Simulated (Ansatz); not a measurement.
**AsC, from a guessed structure to a relaxed one**

This structure for AsC is made up. Its elements were placed in a known structure type with a cell scaled to their sizes. What cell does the guess relax to, and how far off was it?

Calculated with Ansatz 0.2.0; DFT, PBE, plane-wave PAW, files of the set soft_1, scalar-relativistic, no spin, cell and ions relaxed at zero pressure; PAW set soft_1.

**1. Set-up**

Symmetry: Fmm2, No. 42, orthorhombic system. The conventional cell has a = 3.047 Å, b = 8.625 Å, c = 5.350 Å, α = 90.00°, β = 90.00°, γ = 90.00°. Nearest to As lie 3 C at 1.76 to 1.78 Å. C has 3 As at 1.76 to 1.78 Å nearest. Farther neighbours are not listed.

**2. Relaxing cell and atoms**

The guess takes its coordinates from another compound and its volume from a rule, so the cell and any free coordinates are relaxed together.

input.yaml reads:

```yaml
crystal:
  lattice:
    - [0.0, 4.3125, 2.675]
    - [1.5235, 0.0, 2.675]
    - [1.5235, 4.3125, 0.0]
  atoms:
    - { symbol: As, position: [0.6727, 0.6727, 0.3273] }
    - { symbol: C, position: [0.0011, 0.0011, 0.9989] }
kpoints:
  mp_grid: { grid: [10, 10, 10] }
scf:
  occupations: { method: fermi_dirac, width: 0.05 }
hamiltonian:
  xc: pbe
  pseudopotentials: { kind: paw, azcp: { folder: soft_1 } }
relax:
  f_tol: 0.015
  max_steps: 70
  cell: {}
output:
  forces: true
  stress: true
```

The run is started by

```
$ ansatz run input.yaml --threads 4 --pin off --max-ram 10240MiB --backend cpu --events-out ev --progress --plain --runs-dir out
```

Numbers of over 12 decimals in the logs are rounded to 6 here.

The log of the run:

```text
Engine: ansatz 0.2.0, x86_64-unknown-linux-gnu
Pseudopotentials: kind: paw
Pseudopotential: As, paw, valence charge 15, recommended cutoff 420 eV (normal), soft_1/As.paw.azcp
Pseudopotential: C, paw, valence charge 4, recommended cutoff 420 eV (normal), soft_1/C.paw.azcp
Functional definition: PBE
  parameter kappa = 0.804
  parameter beta = 0.066725
  exchange = pbe_x(kappa = kappa, mu = beta*pi^2/3)
  correlation = pbe_c(beta = beta)
Crystal: 2 atoms, lattice volume = 35.150 Å³
Basis set: ecut = 420 eV, 687 PW (Γ), exchange–correlation on 72×48×64 points (8 copies of the dense FFT grid, shifted against one another)
Bands: 14, of which v1, the nominal top of the filled ones, is band 10 counted from 1 (9 counted from 0)
Symmetry: 4 space group operations
Space group: Fmm2 (ITA 42), of the structure as read, at distance tolerance 3.3e-5 Å
k-points: 171 of 1000 (time reversal used)
Non-local potential: As, projectors of the file, l = 0: 2, l = 1: 2, l = 2: 3, l = 3: 1
Non-local potential: C, projectors of the file, l = 0: 2, l = 1: 2, l = 2: 1
PAW form: soft (Blöchl's): semilocal exchange-correlation on the pseudo side does not see the compensation charge
PAW one-centre angular grid: As, 590 points (default); XC on 64 Gauss nodes
PAW one-centre angular grid: C, 110 points (default); XC on 64 Gauss nodes
Initial density: superposition of atomic densities (chi_scale 0.1, normalization cell, long waves kept (reshape's long-wave potential 0.00 eV rms))
Initial wavefunctions: pseudopotential atomic-orbital guess
Functional: x = pbe(κ = 0.804, μ = 0.219515), c = pbe(β = 0.066725)
SCF iter   1: F=—  HF=-5104.461040 eV  |F-HF|=—  |Δ(HF+E_count)|=         —  Δρ=9.33e-2  dr2=3.77e0  ethr=3.10e-3  ⟨swp⟩=5.4  Hψ=13955  notcnv=0
preconditioner: auto → LDOS  [metal: Δε(μ)=0.023 eV  Ē_g=14.490 eV  σ=0.050 eV  W_gap=0.11  n_scr=4 (ndim 8)  ℏωp=18.8 eV  f_vac=0.173  D(μ)=0.98/eV (n_scr^D=2)  β→1.0]
SCF iter   2: F=—  HF=-5103.380244 eV  |F-HF|=—  |Δ(HF+E_count)|=    1.08e0  Δρ=1.82e-2  dr2=9.00e-2  ethr=3.10e-3  ⟨swp⟩=3.0  Hψ=5925  notcnv=0
SCF iter   3: F=—  HF=-5103.380581 eV  |F-HF|=—  |Δ(HF+E_count)|=   3.37e-4  Δρ=4.60e-3  dr2=7.33e-3  ethr=4.74e-4  ⟨swp⟩=2.6  Hψ=5372  notcnv=0
SCF iter   4: F=—  HF=-5103.374475 eV  |F-HF|=—  |Δ(HF+E_count)|=   6.11e-3  Δρ=1.83e-3  dr2=1.22e-3  ethr=3.86e-5  ⟨swp⟩=2.1  Hψ=4818  notcnv=0
SCF iter   5: F=—  HF=-5103.373177 eV  |F-HF|=—  |Δ(HF+E_count)|=   1.30e-3  Δρ=3.91e-4  dr2=4.42e-5  ethr=6.40e-6  ⟨swp⟩=2.0  Hψ=4751  notcnv=0
SCF iter   6: F=—  HF=-5103.373185 eV  |F-HF|=—  |Δ(HF+E_count)|=   8.67e-6  Δρ=7.78e-5  dr2=1.37e-6  ethr=2.33e-7  ⟨swp⟩=2.1  Hψ=3228  notcnv=0
SCF iter   7: F=-5103.373188 eV  HF=-5103.373188 eV  |F-HF|=1.50e-7  |Δ(HF+E_count)|=   2.60e-6  Δρ=1.92e-5  dr2=9.50e-8  ethr=5.26e-10  ⟨swp⟩=5.0  Hψ=8707  notcnv=0
SCF 1 converged in 7 iterations: F = -5103.373188 eV  dr2 = 9.50e-8
  greatest PAW one-centre occupation: 0.999 electrons in one spin orbital (limit 2), on the As atom at site 0 (counted from 0), in its partial waves of l = 2
relax step   1: F+E_penalty+E_count = -5103.37318819 eV  Δ(F+E_penalty+E_count) = +0.000e0 eV  max|allowed force component| = 5.969e-1 eV/Å  Δτ_max = 0.0000 Å  P = +20.654 GPa  Ω = 35.150 Å³  (7 SCF iters, dr2 threshold 1.00e-7 eV, accepted)
Crystal: 2 atoms, lattice volume = 36.865 Å³
Basis set: ecut = 420 eV, 715 PW (Γ), exchange–correlation on 72×48×64 points (8 copies of the dense FFT grid, shifted against one another)
Initial density: handed on by an earlier stage of this run
Initial wavefunctions: those handed on with the density
iter 1 solved again at ethr=4.75e-4 eV; its pass at ethr=3.10e-3 eV (dr2=9.03e-2 eV) is discarded
SCF iter   1: F=—  HF=-5103.678134 eV  |F-HF|=—  |Δ(HF+E_count)|=         —  Δρ=1.35e-2  dr2=9.19e-2  ethr=4.75e-4  ⟨swp⟩=1.0  Hψ=17699  notcnv=0
preconditioner: auto → LDOS  [metal: Δε(μ)=0.023 eV  Ē_g=13.321 eV  σ=0.050 eV  W_gap=0.12  n_scr=12 (ndim 8)  ℏωp=18.3 eV  f_vac=0.226  D(μ)=0.85/eV (n_scr^D=2)  β→1.0]
SCF iter   2: F=—  HF=-5103.650713 eV  |F-HF|=—  |Δ(HF+E_count)|=   2.74e-2  Δρ=2.48e-3  dr2=1.22e-3  ethr=4.75e-4  ⟨swp⟩=2.9  Hψ=4264  notcnv=0
SCF iter   3: F=—  HF=-5103.651285 eV  |F-HF|=—  |Δ(HF+E_count)|=   5.72e-4  Δρ=6.19e-4  dr2=1.79e-4  ethr=6.40e-6  ⟨swp⟩=2.0  Hψ=4841  notcnv=0
SCF iter   4: F=—  HF=-5103.651077 eV  |F-HF|=—  |Δ(HF+E_count)|=   2.08e-4  Δρ=3.09e-4  dr2=3.71e-5  ethr=9.43e-7  ⟨swp⟩=2.0  Hψ=4032  notcnv=0
SCF iter   5: F=—  HF=-5103.651061 eV  |F-HF|=—  |Δ(HF+E_count)|=   1.60e-5  Δρ=5.45e-5  dr2=8.59e-7  ethr=1.95e-7  ⟨swp⟩=2.0  Hψ=4032  notcnv=0
SCF iter   6: F=-5103.651062 eV  HF=-5103.651062 eV  |F-HF|=3.81e-8  |Δ(HF+E_count)|=   1.45e-6  Δρ=1.25e-5  dr2=5.13e-8  ethr=1.05e-9  ⟨swp⟩=5.0  Hψ=9623  notcnv=0
SCF 2 converged in 6 iterations: F = -5103.651062 eV  dr2 = 5.13e-8
relax step   2: F+E_penalty+E_count = -5103.65106243 eV  Δ(F+E_penalty+E_count) = -2.779e-1 eV  max|allowed force component| = 1.881e-1 eV/Å  Δτ_max = 0.0010 Å  P = +9.291 GPa  Ω = 36.865 Å³  energy of the carried Pulay correction = -1.345e-3 eV  (6 SCF iters, dr2 threshold 2.00e-7 eV, accepted)
Crystal: 2 atoms, lattice volume = 37.890 Å³
Basis set: ecut = 420 eV, 759 PW (Γ), exchange–correlation on 72×48×64 points (8 copies of the dense FFT grid, shifted against one another)
iter 1 solved again at ethr=2.24e-4 eV; its pass at ethr=3.10e-3 eV (dr2=4.26e-2 eV) is discarded
SCF iter   1: F=—  HF=-5103.769251 eV  |F-HF|=—  |Δ(HF+E_count)|=         —  Δρ=9.34e-3  dr2=4.34e-2  ethr=2.24e-4  ⟨swp⟩=2.0  Hψ=20206  notcnv=0
preconditioner: auto → LDOS  [metal: Δε(μ)=0.039 eV  Ē_g=12.846 eV  σ=0.050 eV  W_gap=0.19  n_scr=12 (ndim 8)  ℏωp=18.1 eV  f_vac=0.204  D(μ)=1.11/eV (n_scr^D=4)  β→1.0]
SCF iter   2: F=—  HF=-5103.757954 eV  |F-HF|=—  |Δ(HF+E_count)|=   1.13e-2  Δρ=2.50e-3  dr2=1.70e-3  ethr=2.24e-4  ⟨swp⟩=3.0  Hψ=4348  notcnv=0
SCF iter   3: F=—  HF=-5103.758174 eV  |F-HF|=—  |Δ(HF+E_count)|=   2.20e-4  Δρ=8.31e-4  dr2=2.92e-4  ethr=8.94e-6  ⟨swp⟩=2.0  Hψ=4748  notcnv=0
SCF iter   4: F=—  HF=-5103.757979 eV  |F-HF|=—  |Δ(HF+E_count)|=   1.95e-4  Δρ=2.89e-4  dr2=3.77e-5  ethr=1.54e-6  ⟨swp⟩=2.0  Hψ=4025  notcnv=0
SCF iter   5: F=—  HF=-5103.757966 eV  |F-HF|=—  |Δ(HF+E_count)|=   1.37e-5  Δρ=5.63e-5  dr2=1.19e-6  ethr=1.98e-7  ⟨swp⟩=2.0  Hψ=4027  notcnv=0
SCF iter   6: F=-5103.757966 eV  HF=-5103.757966 eV  |F-HF|=1.16e-8  |Δ(HF+E_count)|=   8.36e-9  Δρ=1.58e-5  dr2=8.11e-8  ethr=1.05e-9  ⟨swp⟩=5.8  Hψ=10072  notcnv=0
SCF 3 converged in 6 iterations: F = -5103.757966 eV  dr2 = 8.11e-8
relax step   3: F+E_penalty+E_count = -5103.75796572 eV  Δ(F+E_penalty+E_count) = -1.069e-1 eV  max|allowed force component| = 6.009e-3 eV/Å  Δτ_max = 0.0020 Å  P = +3.298 GPa  Ω = 37.890 Å³  energy of the carried Pulay correction = -2.118e-3 eV  (6 SCF iters, dr2 threshold 2.00e-7 eV, accepted)
[... from here on, the SCF cycles and remarks between the steps are left out ...]
relax step   4: F+E_penalty+E_count = -5103.80633691 eV  Δ(F+E_penalty+E_count) = -4.837e-2 eV  max|allowed force component| = 2.654e-1 eV/Å  Δτ_max = 0.0190 Å  P = +1.362 GPa  Ω = 37.790 Å³  energy of the carried Pulay correction = -2.043e-3 eV  (7 SCF iters, dr2 threshold 2.00e-7 eV, accepted)
relax step   5: F+E_penalty+E_count = -5103.82436589 eV  Δ(F+E_penalty+E_count) = -1.803e-2 eV  max|allowed force component| = 2.203e-1 eV/Å  Δτ_max = 0.0022 Å  P = -0.445 GPa  Ω = 36.807 Å³  energy of the carried Pulay correction = -1.300e-3 eV  (6 SCF iters, dr2 threshold 2.00e-7 eV, accepted)
relax step   6: F+E_penalty+E_count = -5103.83148272 eV  Δ(F+E_penalty+E_count) = -7.117e-3 eV  max|allowed force component| = 1.424e-1 eV/Å  Δτ_max = 0.0005 Å  P = -1.096 GPa  Ω = 35.272 Å³  energy of the carried Pulay correction = -9.747e-5 eV  (5 SCF iters, dr2 threshold 2.00e-7 eV, accepted)
relax step   7: F+E_penalty+E_count = -5103.83399901 eV  Δ(F+E_penalty+E_count) = -2.516e-3 eV  max|allowed force component| = 5.070e-2 eV/Å  Δτ_max = 0.0020 Å  P = -0.284 GPa  Ω = 34.585 Å³  energy of the carried Pulay correction = +4.578e-4 eV  (6 SCF iters, dr2 threshold 2.00e-7 eV, accepted)
relax step   8: F+E_penalty+E_count = -5103.83409967 eV  Δ(F+E_penalty+E_count) = -1.007e-4 eV  max|allowed force component| = 1.671e-2 eV/Å  Δτ_max = 0.0012 Å  P = +0.029 GPa  Ω = 34.723 Å³  energy of the carried Pulay correction = +3.450e-4 eV  (4 SCF iters, dr2 threshold 2.00e-7 eV, accepted)
relax step   9: F+E_penalty+E_count = -5103.83416566 eV  Δ(F+E_penalty+E_count) = -6.598e-5 eV  max|allowed force component| = 8.447e-4 eV/Å  Δτ_max = 0.0007 Å  P = +0.001 GPa  Ω = 34.688 Å³  energy of the carried Pulay correction = +3.739e-4 eV  (4 SCF iters, dr2 threshold 4.58e-8 eV, accepted)
relax step  10: F+E_penalty+E_count = -5103.84414122 eV  Δ(F+E_penalty+E_count) = -9.976e-3 eV  max|allowed force component| = 7.502e-3 eV/Å  Δτ_max = 0.0000 Å  P = +0.314 GPa  Ω = 34.688 Å³  stress off target by 8.93e-1 GPa  SCF on the basis re-selected at this cell (its energy is not comparable with the rows above)  (7 SCF iters)
relax step  11: F+E_penalty+E_count = -5103.84498241 eV  Δ(F+E_penalty+E_count) = -8.412e-4 eV  max|allowed force component| = 2.754e-3 eV/Å  Δτ_max = 0.0013 Å  P = +0.037 GPa  Ω = 34.775 Å³  energy of the carried Pulay correction = -3.285e-5 eV  (5 SCF iters, dr2 threshold 2.00e-7 eV, accepted)
relax step  12: F+E_penalty+E_count = -5103.84504935 eV  Δ(F+E_penalty+E_count) = -6.694e-5 eV  max|allowed force component| = 6.536e-4 eV/Å  Δτ_max = 0.0010 Å  P = -0.006 GPa  Ω = 34.845 Å³  energy of the carried Pulay correction = -6.967e-5 eV  (5 SCF iters, dr2 threshold 1.16e-7 eV, accepted)
iter 1 solved again at ethr=7.95e-8 eV; its pass at ethr=3.10e-3 eV (dr2=1.51e-5 eV) is discarded
SCF iter   1: F=—  HF=-5103.845136 eV  |F-HF|=—  |Δ(HF+E_count)|=         —  Δρ=2.49e-5  dr2=3.34e-8  ethr=7.95e-8  ⟨swp⟩=2.9  Hψ=19922  notcnv=0
SCF iter   2: F=—  HF=-5103.845137 eV  |F-HF|=—  |Δ(HF+E_count)|=   1.09e-6  Δρ=3.25e-6  dr2=3.20e-9  ethr=1.76e-10  ⟨swp⟩=2.2  Hψ=3390  notcnv=0
SCF iter   3: F=—  HF=-5103.845137 eV  |F-HF|=—  |Δ(HF+E_count)|=  9.46e-11  Δρ=1.39e-6  dr2=9.00e-10  ethr=1.68e-11  ⟨swp⟩=2.7  Hψ=4124  notcnv=0
SCF iter   4: F=—  HF=-5103.845137 eV  |F-HF|=—  |Δ(HF+E_count)|=  3.27e-10  Δρ=5.48e-7  dr2=9.44e-11  ethr=4.74e-12  ⟨swp⟩=2.6  Hψ=3409  notcnv=0
SCF iter   5: F=-5103.845137 eV  HF=-5103.845137 eV  |F-HF|=7.28e-12  |Δ(HF+E_count)|=  1.26e-10  Δρ=1.89e-7  dr2=1.06e-11  ethr=1.00e-12  ⟨swp⟩=5.6  Hψ=9820  notcnv=0
SCF 13 converged in 5 iterations: F = -5103.845137 eV  dr2 = 1.06e-11
relax step  13: F+E_penalty+E_count = -5103.84513737 eV  Δ(F+E_penalty+E_count) = -8.802e-5 eV  max|allowed force component| = 8.318e-4 eV/Å  Δτ_max = 0.0000 Å  P = -0.003 GPa  Ω = 34.845 Å³  stress off target by 3.82e-2 GPa  SCF on the basis re-selected at this cell (its energy is not comparable with the rows above)  (5 SCF iters)
basis re-selected at this cell: Δ(F+E_penalty+E_count) = -8.802e-5 eV, ΔP = +0.004 GPa vs the last step (what re-selecting the basis moved, of the pressure what is left beyond the Pulay correction that the steps carried, after the strain that the cell walked since its last selection, with what the two solves' SCF thresholds leave and, on support functions, any second-order correction that the steps lacked; it is no m [...]
SCF converged after 5 iterations
Free energy (F): -5103.845137 eV
Harris-Foulkes:  -5103.845137 eV  (|F-HF|=7.28e-12)
Internal energy: -5103.835350 eV  (E = F + TS)
E sigma→0 (E₀):  -5103.840244 eV
Entropy (-TS):   -0.009787 eV (-4.894 meV/atom)
Fermi energy:    7.610233 eV
--- Per-component energies (eV) ---
  E_band       = -288.144920
  E_kinetic    = 178.514778
  E_local      = -2371.626388  (includes V_loc(G=0)·N_el)
  E_nonlocal   = -367.102831
  E_hartree    = 1261.298225
  E_xc         = -115.309743
  E_vxc        = -128.922609  (∫ρ·V_xc dr)
  E_paw        = -2114.198220  (= ΣΔE_a)
  E_vpaw       = -121.604251  (= ΣTr[D̂ρ^β])
  E_aug_tail   = 0.000010  (compensation charges beyond the density's cutoff)
  E_ewald      = -1575.411182
  E_smearing   = -0.009787  (= −TS)
  E_closure    = 0.000000  (closes the sum)
  Σ components = -5103.845137   (vs F -5103.845137, Δ=0.00e0)
--- Forces (eV/Å), atoms counted from 1 ---
  atom   1  As    -0.00000000    -0.00000000    -0.00083225
  atom   2  C      0.00000000    -0.00000000     0.00083144
  max |Σ_I F_I| component: 8.13e-7 eV/Å
--- Stress (GPa, compression-positive) ---
       -0.038214      -0.000000      -0.000000
       -0.000000       0.011059      -0.000000
       -0.000000      -0.000000       0.018768
  P = ⅓ Tr σ = -0.0028 GPa (-0.028 kbar)
--- Relaxed structure (11 steps of the walk, 11 accepted, 2 SCFs on fresh bases) ---
  F+E_penalty+E_count = -5103.84513737 eV   max|allowed force component| = 8.318e-4 eV/Å   (the final SCF, on the basis selected at the relaxed cell)
  cell:  # Å, volume = 34.8450 Å³
    - [0, 3.588421, 3.112924]
    - [1.559693, -6.225174049020864e-19, 3.112924]
    - [1.559693, 3.588421, -1.0035911434169633e-18]
  atoms:
    - { symbol: As, position: [0.675594, 0.675594, 0.324406] }
    - { symbol: C, position: [-0.00179359, -0.00179359, 1.001794] }
```

The job ended after 21 s (4 threads of AMD EPYC 7B13 (Zen 3), shared host; peak memory 0.51 GiB).

Relaxation path:

```csv
step,energy less that of the first step (eV),largest force component (eV/Å),pressure (GPa),volume (Å³)
1,0.0000,0.5969,20.65,35.15
2,-0.2779,0.1881,9.29,36.86
3,-0.3848,0.0060,3.30,37.89
4,-0.4331,0.2654,1.36,37.79
5,-0.4512,0.2203,-0.45,36.81
6,-0.4583,0.1424,-1.10,35.27
7,-0.4608,0.0507,-0.28,34.58
8,-0.4609,0.0167,0.03,34.72
9,-0.4610,0.0008,0.00,34.69
10*,-0.4710,0.0075,0.31,34.69
11,-0.4718,0.0028,0.04,34.77
12,-0.4719,0.0007,-0.01,34.85
13*,-0.4719,0.0008,0.00,34.85
```

Relaxation steps marked * repeat the geometry before them on a plane-wave basis chosen anew for their cell, so energy and pressure can jump there.

Forces are held to the 4 operations that the run works with; a distortion that breaks them can't arise in this run.

```
     cell as run  before  after   change
           a (Å)   5.075  4.750   -6.4 %
           b (Å)   3.078  3.482  +13.1 %
           c (Å)   4.574  3.913  -14.5 %
           α (°)   80.51  79.71   -1.0 %
           β (°)   36.75  46.15  +25.6 %
           γ (°)   62.74  54.14  -13.7 %
volume (Å³/atom)   17.58  17.42   -0.9 %
```

The atoms that moved most (Å, as changes of fractional coordinates times the final cell):

```csv
atom,dx,dy,dz,length
As1,0.000,0.000,0.018,0.018
C2,0.000,0.000,-0.018,0.018
```

Final coordinates:

```xyz
2
Lattice="0.0000 3.5884 3.1129 1.5597 0.0000 3.1129 1.5597 3.5884 0.0000" Properties=species:S:1:pos:R:3 pbc="T T T"
As    1.5597    3.5884    4.2061
C     1.5597    3.5884   -0.0112
```

Numbers from this step:

- free energy: -5103.8451 eV
- energy at zero smearing: -5103.8402 eV
- smearing term TS: 0.009787 eV
- Fermi energy: 7.610 eV
- electrons: 19
- symmetry operations: 4
- pressure: -0.002796 GPa

The shortest distance of each pair, which need not be the same contact before and after:

```
 pair  guess (Å)  relaxed (Å)
 As–C      1.757        1.911
As–As      3.047        3.119
  C–C      3.047        3.119
```

The relaxation ends with a largest force component of 8.3e-4 eV/Å and a pressure of 0.00 GPa.

**3. What came out**

| Quantity | Value |
| --- | --- |
| space group, relaxed | Fmm2 |
| conventional cell | a = 3.119, b = 7.177, c = 6.226 Å; α = 90.0°, β = 90.0°, γ = 90.0° |
| volume per atom | 17.42 Å³ (guess 17.58) |

What this shows: AsC relaxes to Fmm2 with a = 3.119, b = 7.177 and c = 6.226 Å. The guessed volume was near the relaxed one. The space group Fmm2 was held in the relaxation, so the end point is a stationary structure within it and may be a saddle against distortions or other arrangements. Mesh and cutoff weren't tested. A vector of the cell changed its length by 14 %, more than the volume shows. No dispersion term is used, so weakly bound directions may come out too long. Nothing here tests whether the compound is stable against decomposition.

[Logs are printed without paths, hosts, clocks, repeated set-up lines and the standing remarks that a program may print on its own settings, such as how far it seeks lower states.]

[Hosts, paths, dates, database ids (printed as entryN), source tags and the programs' standing remarks are cut or masked in the printed files.]
